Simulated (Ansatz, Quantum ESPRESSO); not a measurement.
# Screening and band shifts of Cl-GaAs-Cl chair, 1 layer, part 2 of 6

Aim: how Cl-GaAs-Cl chair, 1 layer screens a field along its normal, and what the field does to its bands.

Quantum ESPRESSO 7.5; plane-wave DFT, RPBE, GBRV ultrasoft pseudopotentials made under PBE; geometry and cross-check by Ansatz 0.2.0 with PAW datasets.

So far: The structure; Relaxation with Ansatz.

## Step 3: Self-consistent run: no field

The zero-field run is the reference. tefield and dipfield are on already, so that all runs share k-points and boundary.

Level of this step: plane-wave DFT, RPBE, GBRV ultrasoft pseudopotentials made under PBE (Quantum ESPRESSO 7.5). input_dft overrides the functional of the files.

f0.in reads:

```
&control
  prefix = 'f0'
  outdir = './out'
  pseudo_dir = './pseudo'
  calculation = 'scf'
  tprnfor = .true.
  tefield = .true.
  dipfield = .true.
/
&system
  ibrav = 0
  nat = 4
  ntyp = 3
  ecutwfc = 40
  ecutrho = 200
  input_dft = 'rpbe'
  occupations = 'smearing'
  smearing = 'fd'
  degauss = 0.004
  edir = 3
  emaxpos = 0.97
  eopreg = 0.04
  eamp = 0.0
/
&electrons
  conv_thr = 1e-09
  mixing_beta = 0.4
  electron_maxstep = 120
  mixing_mode = 'plain'
/
ATOMIC_SPECIES
  Cl  35.4500  cl_pbe_v1.4.uspp.F.UPF
  As  74.9216  as_pbe_v1.uspp.F.UPF
  Ga  69.7230  ga_pbe_v1.4.uspp.F.UPF
CELL_PARAMETERS angstrom
  4.18569153457015 -0.00000000000000 -0.00000000000000
  -2.09284576728508 3.62491520134322 -0.00000000000000
  -0.00000000000000 -0.00000000000000 22.25333333330000
ATOMIC_POSITIONS crystal
  Cl  0.666666666667 0.333333333333 0.385139916566
  As  0.666666666667 0.333333333333 0.483708777063
  Ga  0.333333333333 0.666666666667 0.516308024242
  Cl  0.333333333333 0.666666666667 0.613495169530
K_POINTS automatic
  12 12 1 0 0 0
```

The run is started by

```sh
OMP_NUM_THREADS=1 mpirun -n 4 pw.x -nk 4 -in f0.in > f0.out
```

What it wrote:

```text
Program PWSCF v.7.5 starts
[citation notice left out]

     Parallel version (MPI & OpenMP), running on       4 processor cores
     Number of MPI processes:                 4
     Threads/MPI process:                     1

     MPI processes distributed on     1 nodes
[...]
Current dimensions of program PWSCF are:
     Max number of different atomic species (ntypx) = 10
     Max number of k-points (npk) =  40000
     Max angular momentum in pseudopotentials (lmaxx) =  4
     Presently no symmetry can be used with electric field

     IMPORTANT: XC functional enforced from input :
     Exchange-correlation= RPBE
                           (   1   4  44   4   0   0   0)
     Any further DFT definition will be discarded
     Please, verify this is what you really want

     K-points division:     npool     =       4
     Subspace diagonalization in iterative solution of the eigenvalue problem:
     a serial algorithm will be used

     G-vector sticks info
     --------------------
     sticks:   dense  smooth     PW     G-vecs:    dense   smooth      PW
     Sum         859     685    211               108831    77785   13817

     Using Slab Decomposition

     bravais-lattice index     =            0
     lattice parameter (alat)  =       7.9098  a.u.
     unit-cell volume          =    2278.5405 (a.u.)^3
     number of atoms/cell      =            4
     number of atomic types    =            3
     number of electrons       =        38.00
     number of Kohn-Sham states=           23
     kinetic-energy cutoff     =      40.0000  Ry
     charge density cutoff     =     200.0000  Ry
     scf convergence threshold =      1.0E-09
     mixing beta               =       0.4000
     number of iterations used =            8  plain     mixing
     Exchange-correlation= RPBE
                           (   1   4  44   4   0   0   0)

     celldm(1)=   7.909811  celldm(2)=   0.000000  celldm(3)=   0.000000
     celldm(4)=   0.000000  celldm(5)=   0.000000  celldm(6)=   0.000000

     crystal axes: (cart. coord. in units of alat)
               a(1) = (   1.000000  -0.000000  -0.000000 )
               a(2) = (  -0.500000   0.866025  -0.000000 )
               a(3) = (  -0.000000  -0.000000   5.316525 )

     reciprocal axes: (cart. coord. in units 2 pi/alat)
               b(1) = (  1.000000  0.577350  0.000000 )
               b(2) = (  0.000000  1.154701  0.000000 )
               b(3) = (  0.000000  0.000000  0.188093 )

     PseudoPot. # 1 for Cl read from file:
     ./pseudo/cl_pbe_v1.4.uspp.F.UPF
     Pseudo is Ultrasoft + core correction, Zval =  7.0
     Generated by new atomic code, or converted to UPF format
     Using radial grid of  909 points,  6 beta functions with:
                l(1) =   0
                l(2) =   0
                l(3) =   1
                l(4) =   1
                l(5) =   2
                l(6) =   2
     Q(r) pseudized with  8 coefficients,  rinner =    1.300   1.300   1.300
                                                       1.300   1.300

     PseudoPot. # 2 for As read from file:
     ./pseudo/as_pbe_v1.uspp.F.UPF
     Pseudo is Ultrasoft + core correction, Zval =  5.0
     Generated by new atomic code, or converted to UPF format
     Using radial grid of  875 points,  6 beta functions with:
                l(1) =   0
                l(2) =   0
                l(3) =   1
                l(4) =   1
                l(5) =   2
                l(6) =   2
     Q(r) pseudized with  8 coefficients,  rinner =    1.300   1.300   1.300
                                                       1.300   1.300

     PseudoPot. # 3 for Ga read from file:
     ./pseudo/ga_pbe_v1.4.uspp.F.UPF
     Pseudo is Ultrasoft + core correction, Zval = 19.0
     Generated by new atomic code, or converted to UPF format
     Using radial grid of  871 points,  6 beta functions with:
                l(1) =   0
                l(2) =   0
                l(3) =   1
                l(4) =   1
                l(5) =   2
                l(6) =   2
     Q(r) pseudized with  8 coefficients,  rinner =    1.250   1.250   1.250
                                                       1.250   1.250

     atomic species   valence    mass     pseudopotential
     Cl                7.00    35.45000     Cl( 1.00)
     As                5.00    74.92160     As( 1.00)
     Ga               19.00    69.72300     Ga( 1.00)

     No symmetry found

   Cartesian axes

     site n.     atom                  positions (alat units)
         1        Cl     tau(   1) = (   0.5000000   0.2886751   2.0476060  )
         2        As     tau(   2) = (   0.5000000   0.2886751   2.5716498  )
         3        Ga     tau(   3) = (  -0.0000000   0.5773503   2.7449645  )
         4        Cl     tau(   4) = (  -0.0000000   0.5773503   3.2616624  )

     number of k points=    74  Fermi-Dirac smearing, width (Ry)=  0.0040
                       cart. coord. in units 2pi/alat
        k(    1) = (   0.0000000   0.0000000   0.0000000), wk =   0.0138889
        k(    2) = (   0.0000000   0.0962250   0.0000000), wk =   0.0277778
        k(    3) = (   0.0000000   0.1924501   0.0000000), wk =   0.0277778
        k(    4) = (   0.0000000   0.2886751   0.0000000), wk =   0.0277778
        k(    5) = (   0.0000000   0.3849002   0.0000000), wk =   0.0277778
        k(    6) = (   0.0000000   0.4811252   0.0000000), wk =   0.0277778
        k(    7) = (   0.0000000  -0.5773503   0.0000000), wk =   0.0138889
        k(    8) = (   0.0833333   0.0481125   0.0000000), wk =   0.0277778
        k(    9) = (   0.0833333   0.1443376   0.0000000), wk =   0.0277778
        k(   10) = (   0.0833333   0.2405626   0.0000000), wk =   0.0277778
[...]
k(   74) = (  -0.5000000  -0.8660254   0.0000000), wk =   0.0138889

     Dense  grid:   108831 G-vectors     FFT dimensions: (  36,  36, 192)

     Smooth grid:    77785 G-vectors     FFT dimensions: (  32,  32, 180)

     Estimated max dynamical RAM per process >     230.88 MB

     Estimated total dynamical RAM >     843.83 MB

     Initial potential from superposition of free atoms

     starting charge      36.9997, renormalised to      38.0000

     negative rho (up, down):  3.361E-02 0.000E+00

     Adding external electric field

     Computed dipole along edir(3) :
        Dipole                0.4554 Ry au,          1.1574 Debye
        Dipole field          0.0025 Ry au,

        Potential amp.       -0.2028 Ry
        Total length         40.3706 bohr

     Starting wfcs are   24 randomized atomic wfcs

[...]
negative rho (up, down):  3.082E-02 0.000E+00

[...]
Dipole               -0.1218 Ry au,         -0.3095 Debye
[...]
total energy              =    -522.64163474 Ry
     estimated scf accuracy    <       0.01587961 Ry

     iteration #  5     ecut=    40.00 Ry     beta= 0.40
[...]
negative rho (up, down):  3.040E-02 0.000E+00

[...]
Dipole               -0.1797 Ry au,         -0.4567 Debye
[...]
total energy              =    -522.64271317 Ry
     estimated scf accuracy    <       0.00377988 Ry

     iteration #  6     ecut=    40.00 Ry     beta= 0.40
[...]
negative rho (up, down):  3.022E-02 0.000E+00

[...]
Dipole               -0.1521 Ry au,         -0.3865 Debye
[...]
total energy              =    -522.64289514 Ry
     estimated scf accuracy    <       0.00153753 Ry

     iteration #  7     ecut=    40.00 Ry     beta= 0.40
[...]
negative rho (up, down):  3.016E-02 0.000E+00

[...]
Dipole               -0.1432 Ry au,         -0.3641 Debye
[...]
total energy              =    -522.64311351 Ry
     estimated scf accuracy    <       0.00004827 Ry

     iteration #  8     ecut=    40.00 Ry     beta= 0.40
[...]
negative rho (up, down):  3.013E-02 0.000E+00

[...]
Dipole               -0.1489 Ry au,         -0.3785 Debye
[...]
total energy              =    -522.64314038 Ry
     estimated scf accuracy    <       0.00004972 Ry

     iteration #  9     ecut=    40.00 Ry     beta= 0.40
[...]
negative rho (up, down):  3.011E-02 0.000E+00

[...]
Dipole               -0.1485 Ry au,         -0.3774 Debye
[...]
total energy              =    -522.64314758 Ry
     estimated scf accuracy    <       0.00000148 Ry

     iteration # 10     ecut=    40.00 Ry     beta= 0.40
[...]
negative rho (up, down):  3.010E-02 0.000E+00

[...]
Dipole               -0.1489 Ry au,         -0.3784 Debye
[...]
total energy              =    -522.64314828 Ry
     estimated scf accuracy    <       0.00000034 Ry

     iteration # 11     ecut=    40.00 Ry     beta= 0.40
[...]
negative rho (up, down):  3.009E-02 0.000E+00

[...]
Dipole               -0.1490 Ry au,         -0.3787 Debye
[...]
total energy              =    -522.64314837 Ry
     estimated scf accuracy    <       0.00000002 Ry

     iteration # 12     ecut=    40.00 Ry     beta= 0.40
[...]
negative rho (up, down):  3.009E-02 0.000E+00

[...]
Dipole               -0.1489 Ry au,         -0.3785 Debye
[...]
total energy              =    -522.64314839 Ry
     estimated scf accuracy    <          9.5E-09 Ry

     iteration # 13     ecut=    40.00 Ry     beta= 0.40
[...]
negative rho (up, down):  3.008E-02 0.000E+00

[...]
Dipole               -0.1489 Ry au,         -0.3785 Debye
[...]
total energy              =    -522.64314839 Ry
     estimated scf accuracy    <          1.1E-09 Ry

     iteration # 14     ecut=    40.00 Ry     beta= 0.40
[...]
negative rho (up, down):  3.008E-02 0.000E+00

[...]
Dipole               -0.1489 Ry au,         -0.3785 Debye
[...]
End of self-consistent calculation

          k = 0.0000 0.0000 0.0000 (  9619 PWs)   bands (ev):

   -97.3722 -97.3722 -97.3454 -18.7649 -18.3076 -17.7445 -17.7445 -17.6817
   -17.6817 -17.0112 -14.2644  -8.6952  -6.4892  -5.9071  -5.9071  -4.8164
    -4.8164  -3.4089  -3.4089  -2.5622  -1.1748   1.2498   1.2498

          k = 0.0000 0.0962 0.0000 (  9645 PWs)   bands (ev):

   -97.3723 -97.3722 -97.3454 -18.7581 -18.3056 -17.7459 -17.7430 -17.6821
   -17.6818 -17.0008 -14.2243  -8.7001  -6.5349  -6.0428  -5.9366  -4.9001
    -4.8394  -3.9246  -3.4752  -1.9253  -1.1257   1.1726   1.4600

          k = 0.0000 0.1925 0.0000 (  9688 PWs)   bands (ev):

   -97.3725 -97.3723 -97.3454 -18.7395 -18.3001 -17.7494 -17.7387 -17.6830
   -17.6819 -16.9726 -14.1076  -8.7319  -6.7662  -6.3085  -6.0180  -5.1011
    -4.9010  -4.4691  -3.6307  -1.2016  -0.9910   1.2420   2.0231

          k = 0.0000 0.2887 0.0000 (  9714 PWs)   bands (ev):

   -97.3726 -97.3724 -97.3454 -18.7142 -18.2927 -17.7537 -17.7330 -17.6844
   -17.6820 -16.9342 -13.9279  -8.8479  -7.2134  -6.4665  -6.1304  -5.3114
    -4.9822  -4.8335  -3.7997  -1.0123  -0.7867   1.7865   2.7741

          k = 0.0000 0.3849 0.0000 (  9720 PWs)   bands (ev):

   -97.3726 -97.3724 -97.3454 -18.6892 -18.2853 -17.7574 -17.7274 -17.6858
   -17.6819 -16.8960 -13.7162  -9.1050  -7.5501  -6.5808  -6.2435  -5.4671
    -5.0826  -5.0595  -3.9353  -1.0976  -0.6205   1.9624   3.4687

          k = 0.0000 0.4811 0.0000 (  9740 PWs)   bands (ev):

   -97.3727 -97.3724 -97.3454 -18.6710 -18.2798 -17.7597 -17.7234 -17.6868
   -17.6817 -16.8682 -13.5324  -9.4028  -7.6884  -6.6668  -6.3262  -5.5581
    -5.2333  -5.1135  -4.0195  -1.2101  -0.4901   1.7600   3.8686

[...]
the Fermi energy is    -2.9476 ev

!    total energy              =    -522.64314840 Ry
     estimated scf accuracy    <          5.2E-11 Ry
     smearing contrib. (-TS)   =      -0.00000086 Ry
     internal energy E=F+TS    =    -522.64314754 Ry

     The total energy is F=E-TS. E is the sum of the following terms:
     one-electron contribution =   -1775.37237931 Ry
     hartree contribution      =     889.47207132 Ry
     xc contribution           =     -99.19894291 Ry
     ewald contribution        =     462.45598103 Ry
     electric field correction =       0.00012233 Ry

     convergence has been achieved in  14 iterations

     negative rho (up, down):  3.008E-02 0.000E+00

     Forces acting on atoms (cartesian axes, Ry/au):

     atom    1 type  1   force =     0.00000003    0.00000002   -0.01010427
     atom    2 type  2   force =     0.00000002    0.00000004    0.00338507
     atom    3 type  3   force =    -0.00000007   -0.00000010   -0.00122108
     atom    4 type  1   force =     0.00000002    0.00000005    0.00794028

     Total force =     0.013345     Total SCF correction =     0.000049

[...]
=------------------------------------------------------------------------------=
   JOB DONE.
=------------------------------------------------------------------------------=
[...]
[key lines of the parts left out:]
Dipole field         -0.0008 Ry au,
```

Run time: 1.8 min. Hardware: 4 MPI ranks of Arm Neoverse V1, shared host; peak memory 0.97 GiB; 7.2 min of CPU time.

Numbers from this step:

- free energy: -7110.9223 eV
- Fermi energy: -2.948 eV
- dipole along the normal: -0.07880 e·Å
- valence top, on the run's zero: -3.409 eV
- conduction bottom, on the run's zero: -2.562 eV
- gap by band count: 0.8468 eV

The program's own clock; routines nest. Time by routine:

```tsv
routine	wall time (s)	calls
PWSCF	108	1
electrons	103.6	1
c_bands	82.48	14
cegterg	73.4	266
h_psi	55.34	1144
fftw	47.66	39054
vloc_psi	44.58	1144
sum_band	15.8	14
calbec	7.5	1486
add_vuspsi	5.36	1144
s_psi	5.31	1144
h_psi:calbec	5.17	1144
newd	3.91	15
init_run	2.98	1
```

The run needed 14 iterations to bring the estimated error under 1e-09 Ry; the largest force on any atom, held or free, is 0.26 eV/Å.

## Step 4: Electrostatic potential

The vacuum level is read from the electrostatic potential (plot_num = 11), averaged over planes.

f0.pot.in reads:

```
&inputpp
  prefix = 'f0'
  outdir = './out'
  filplot = 'f0.pot.dat'
  plot_num = 11
/
```

The run is started by

```sh
OMP_NUM_THREADS=1 mpirun -n 4 pp.x -in f0.pot.in > f0.pot.out
```

Run time: 1.3 s. Hardware: 4 MPI ranks; peak memory 0.12 GiB; 5 s of CPU time.

Numbers from this step:

- slope of the potential above: -1.41e-5 eV/Å
- upper vacuum line continued to the top atoms, over the valence top: 7.008 eV
- slope of the potential below: 7.04e-6 eV/Å
- lower vacuum line continued to the bottom atoms, over the valence top: 6.068 eV
- vacuum level at the upper face over the valence top of the mesh: 7.008 eV
- vacuum level at the lower face over the valence top of the mesh: 6.068 eV

The vacuum is flat to 0.1 meV/Å, so its level is well defined. Inside the slab the curve depends on the local part of the pseudopotentials; only the vacuum level has a meaning of its own.

(Part 2 of 6 ends here.)

[Logs are printed without paths, hosts, clocks, repeated set-up lines and the standing remarks that a program may print on its own settings, such as how far it seeks lower states.]

[Hosts, paths, dates, database ids (printed as entryN), source tags and the programs' standing remarks are cut or masked in the printed files.]

[Maps of the electrostatic potential energy from Ansatz leave out the sawtooth potential of an applied field or a dipole correction, so their vacuum need not be flat; planar profiles and work functions include it.]
